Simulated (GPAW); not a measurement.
# A Sn chain with a Zn atom on top of one atom: transmission at several levels, part 2 of 2

Wanted: the zero-bias transmission of a Sn chain with a Zn atom on top of one atom on a ladder of levels, with run times.

GPAW 26.7.0; GPAW LCAO, PAW setups; Landauer transmission from Green's functions with principal layers (ASE), zero bias.

So far, transmission at the Fermi level (one spin): step 2 (GPAW, dzp, PBE, GPAW) 1.96; step 3 (basis szp(dzp), PBE, GPAW) 1.95; step 4 (basis sz(dzp), PBE, GPAW) 1.95; step 5 (RPBE) 1.96.

### Step 9. Smearing 0.025, SCF mesh 1×1×6, potential alignment off: width = 0.025, scf_mesh = [1, 1, 6] and align = false

Smearing helps the SCF of a metal converge, but it blurs occupations at band edges near the Fermi level. The SCF mesh sets the Fermi level of the repeated cell. Without the shift, lead and junction are matched by their Fermi levels alone.

Contents of run.py:

```python
import json
import numpy as np
from ase import Atoms
from ase.transport.calculators import TransportCalculator
from gpaw import GPAW, FermiDirac
from gpaw.lcao.tools import get_lcao_hamiltonian
from scipy.linalg import eigh

# The junction with lead layers at both ends, along the third cell vector
device = Atoms(
    ['Sn', 'Sn', 'Sn', 'Sn', 'Sn', 'Sn', 'Zn', 'Sn', 'Sn', 'Sn', 'Sn', 'Sn'],
    positions=[
        [4.50000, 4.50000, 1.37500],
        [4.50000, 4.50000, 4.12500],
        [4.50000, 4.50000, 6.87500],
        [4.50000, 4.50000, 9.62500],
        [4.50000, 4.50000, 12.37500],
        [4.50000, 4.50000, 15.12500],
        [7.04710, 4.50000, 15.12500],
        [4.50000, 4.50000, 17.87500],
        [4.50000, 4.50000, 20.62500],
        [4.50000, 4.50000, 23.37500],
        [4.50000, 4.50000, 26.12500],
        [4.50000, 4.50000, 28.87500]],
    cell=[[9.0, 0.0, 0.0], [0.0, 9.0, 0.0], [0.0, 0.0, 30.25]],
    pbc=True)

# One principal layer of the lead: the first 3 atoms of the device
lead = Atoms(
    ['Sn', 'Sn', 'Sn'],
    positions=[
        [4.50000, 4.50000, 1.37500],
        [4.50000, 4.50000, 4.12500],
        [4.50000, 4.50000, 6.87500]],
    cell=[[9.0, 0.0, 0.0], [0.0, 9.0, 0.0], [0.0, 0.0, 8.25]],
    pbc=True)

settings = dict(mode='lcao', basis='dzp', xc='PBE', h=0.2,
                occupations=FermiDirac(0.025), maxiter=250,
                mixer=dict(beta=0.1, nmaxold=8, weight=100.0),
                convergence=dict(density=0.0001))
energies = np.arange(-2, 2 + 1e-9, 0.05)
eta = 0.0001
n1, n2 = 1, 1
# k and -k transmit alike, so half of the mesh across the current serves
mesh = [(i, j) for i in range(n1) for j in range(n2) if (i, j) <= (-i % n1, -j % n2)]
weights = np.array([1 if (i, j) == (-i % n1, -j % n2) else 2 for i, j in mesh]) / (n1 * n2)

# [... helper functions left out ...]
fermi_lead = ground_state(lead, (1, 1, 14), 'lead.txt')
fermi_device = ground_state(device, (1, 1, 6), 'device.txt')
# [... loop over the mesh left out, but for ...]
        # Lead and device are aligned by their Fermi levels alone
        shift = 0.0
# [...]
kT = 8.617333e-5 * 300
bias = [0.1, 0.2, 0.5, 1.0, 1.5, 2.0]
# [... integrals and printing left out ...]
```

Command:

```sh
OMP_NUM_THREADS=1 OPENBLAS_NUM_THREADS=1 python run.py
```

The log of the run:

```text
basis functions: device 274, principal layer 69
Fermi level: lead -2.9736 eV, device -2.8008 eV; lead shifted by 0.0000 eV
largest coupling past the next layer 3.83e-07 eV, largest misfit of the first layer 0.066 eV
  E-E_F (eV)   T (one spin)  [channel counts left out]
    -2.000    9.8915e-01
    -1.950    9.9018e-01
    -1.900    9.9110e-01
    -1.850    9.9192e-01
    -1.800    9.9267e-01
    -1.750    9.9334e-01
    -1.700    9.9395e-01
    -1.650    9.9451e-01
    -1.600    9.9502e-01
    -1.550    9.9547e-01
    -1.500    9.9589e-01
    -1.450    9.9626e-01
    -1.400    9.9660e-01
    -1.350    9.9690e-01
    -1.300    9.9718e-01
    -1.250    9.9742e-01
[...]
1.650    2.9384e+00
     1.700    2.9336e+00
     1.750    2.9276e+00
     1.800    2.9202e+00
     1.850    2.9114e+00
     1.900    2.9013e+00
     1.950    2.8899e+00
     2.000    2.8773e+00
conductance at 300 K: 1.9896 G0 a cell; thermopower -3.609 uV/K
current from the zero-bias T(E) at 0.1 V: 15.443 uA
current from the zero-bias T(E) at 0.2 V: 31.041 uA
current from the zero-bias T(E) at 0.5 V: 79.669 uA
current from the zero-bias T(E) at 1.0 V: 166.77 uA
current from the zero-bias T(E) at 1.5 V: 256.13 uA
current from the zero-bias T(E) at 2.0 V: 334.76 uA
```

The job ended after 99 s (1 thread of Arm Neoverse N1, shared host; peak memory 1.1 GiB).

This step gave:

```yaml
conductance: 1.990 G₀
thermopower: -3.609 μV/K
largest_coupling_past_the_next_principal_layer: 3.83e-7 eV
largest_misfit_of_the_first_principal_layer: 0.06564 eV
shift_that_aligns_the_lead: 0 eV
transmission_at_the_fermi_level_one_spin: 1.978
```

One spin. Table of transmission, zone mean by energy, zero at the Fermi level:

energy (eV), transmission, zone mean and a bar from the least value:
```
    -2.00       0.99 
    -1.85       0.99 
    -1.70       0.99 
    -1.60       1.00 
    -1.45       1.00 
    -1.30       1.00 
    -1.15       1.00 
    -1.05       1.00 
    -0.90       1.00 
    -0.75       1.61 #########
    -0.60       1.85 #############
    -0.50       1.94 ##############
    -0.35       1.97 ###############
    -0.20       1.94 ##############
    -0.05       1.94 ##############
     0.00       1.98 ###############
     0.05       2.04 ################
     0.20       2.29 ####################
     0.35       2.51 #######################
     0.50       2.71 ##########################
     0.60       2.82 ############################
     0.75       2.93 ##############################
     0.90       2.96 ##############################
     1.05       2.96 ##############################
     1.15       2.95 ##############################
     1.30       2.95 ##############################
     1.45       2.95 ##############################
     1.60       2.94 ##############################
     1.70       2.93 ##############################
     1.85       2.91 #############################
     2.00       2.88 #############################
```

Not self-consistent under bias; the bias window is split evenly. Table of current through one cell, from the zero-bias transmission by bias:

| bias (V) | current through one cell, from the zero-bias transmission (μA) |
| --- | --- |
| 0.100 | 15.4 |
| 0.200 | 31.0 |
| 0.500 | 79.7 |
| 1.000 | 167 |
| 1.500 | 256 |
| 2.000 | 335 |

The transmission of the three most open eigenchannels by energy, zero at the Fermi level:

| energy (eV) | channel 1 | channel 2 | channel 3 |
| --- | --- | --- | --- |
| -2.00 | 0.989 | 0 | 0 |
| -1.85 | 0.992 | 0 | 0 |
| -1.70 | 0.994 | 0 | 0 |
| -1.60 | 0.995 | 0 | 0 |
| -1.45 | 0.996 | 0 | 0 |
| -1.30 | 0.997 | 0 | 0 |
| -1.15 | 0.998 | 0 | 0 |
| -1.05 | 0.998 | 0 | 0 |
| -0.90 | 0.998 | 2.2e-9 | 7.6e-12 |
| -0.75 | 0.999 | 0.520 | 0.0863 |
| -0.60 | 0.999 | 0.727 | 0.120 |
| -0.50 | 0.999 | 0.804 | 0.132 |
| -0.35 | 0.999 | 0.869 | 0.102 |
| -0.20 | 0.999 | 0.904 | 0.0379 |
| -0.05 | 0.999 | 0.935 | 0.00436 |
| 0.00 | 0.999 | 0.946 | 0.0322 |
| 0.05 | 0.999 | 0.957 | 0.0853 |
| 0.20 | 0.999 | 0.980 | 0.310 |
| 0.35 | 0.999 | 0.990 | 0.519 |
| 0.50 | 0.999 | 0.991 | 0.715 |
| 0.60 | 0.999 | 0.989 | 0.833 |
| 0.75 | 0.999 | 0.981 | 0.952 |
| 0.90 | 0.999 | 0.994 | 0.970 |
| 1.05 | 0.999 | 0.998 | 0.962 |
| 1.15 | 0.999 | 0.995 | 0.958 |
| 1.30 | 0.999 | 0.993 | 0.957 |
| 1.45 | 0.999 | 0.991 | 0.957 |
| 1.60 | 0.999 | 0.988 | 0.955 |
| 1.70 | 0.999 | 0.983 | 0.951 |
| 1.85 | 0.999 | 0.971 | 0.941 |
| 2.00 | 0.999 | 0.955 | 0.923 |

The conductance, 1.99 G₀, lies 1.0 % above that of the dzp run.

### Step 10. Outcome

```
conductance                                        : 1.97 G₀
transmission at the Fermi level, mean of the spins : 1.96
thermopower                                        : about 0 (under 1.5 μV/K)
```

In the dzp basis the junction conducts 1.97 G₀ at 300 K, with T = 1.96 a spin at the Fermi level; the sz basis reaches that conductance within 10 %. At the Fermi level two eigenchannels carry the current (1.00 and 0.96). Measured against the first run (dzp), the nearest curve is that of dzp-RPBE (r.m.s. 0.0039) and the farthest that of sz (0.063). Over the compared runs wall time goes from 47 s (sz) to 91 s (dzp-RPBE), on a shared host. The geometry was built from estimated bond lengths and not relaxed, so the numbers describe this model structure. Spin-orbit coupling is left out, which matters for the heavy atoms here. An evenly spaced straight chain is an idealisation: free chains tend to dimerise, zigzag or, where a band edge lies near the Fermi level, turn magnetic. The currents use the zero-bias T(E) throughout, which holds only while the bias is small against the distance to the nearest feature. The energy step is wider than the thermal energy, so the conductance and thermopower rest on interpolation of T(E).

[Logs are printed without paths, hosts, clocks, repeated set-up lines and the standing remarks that a program may print on its own settings, such as how far it seeks lower states.]

[Hosts, paths, dates, database ids (printed as entryN), source tags and the programs' standing remarks are cut or masked in the printed files.]
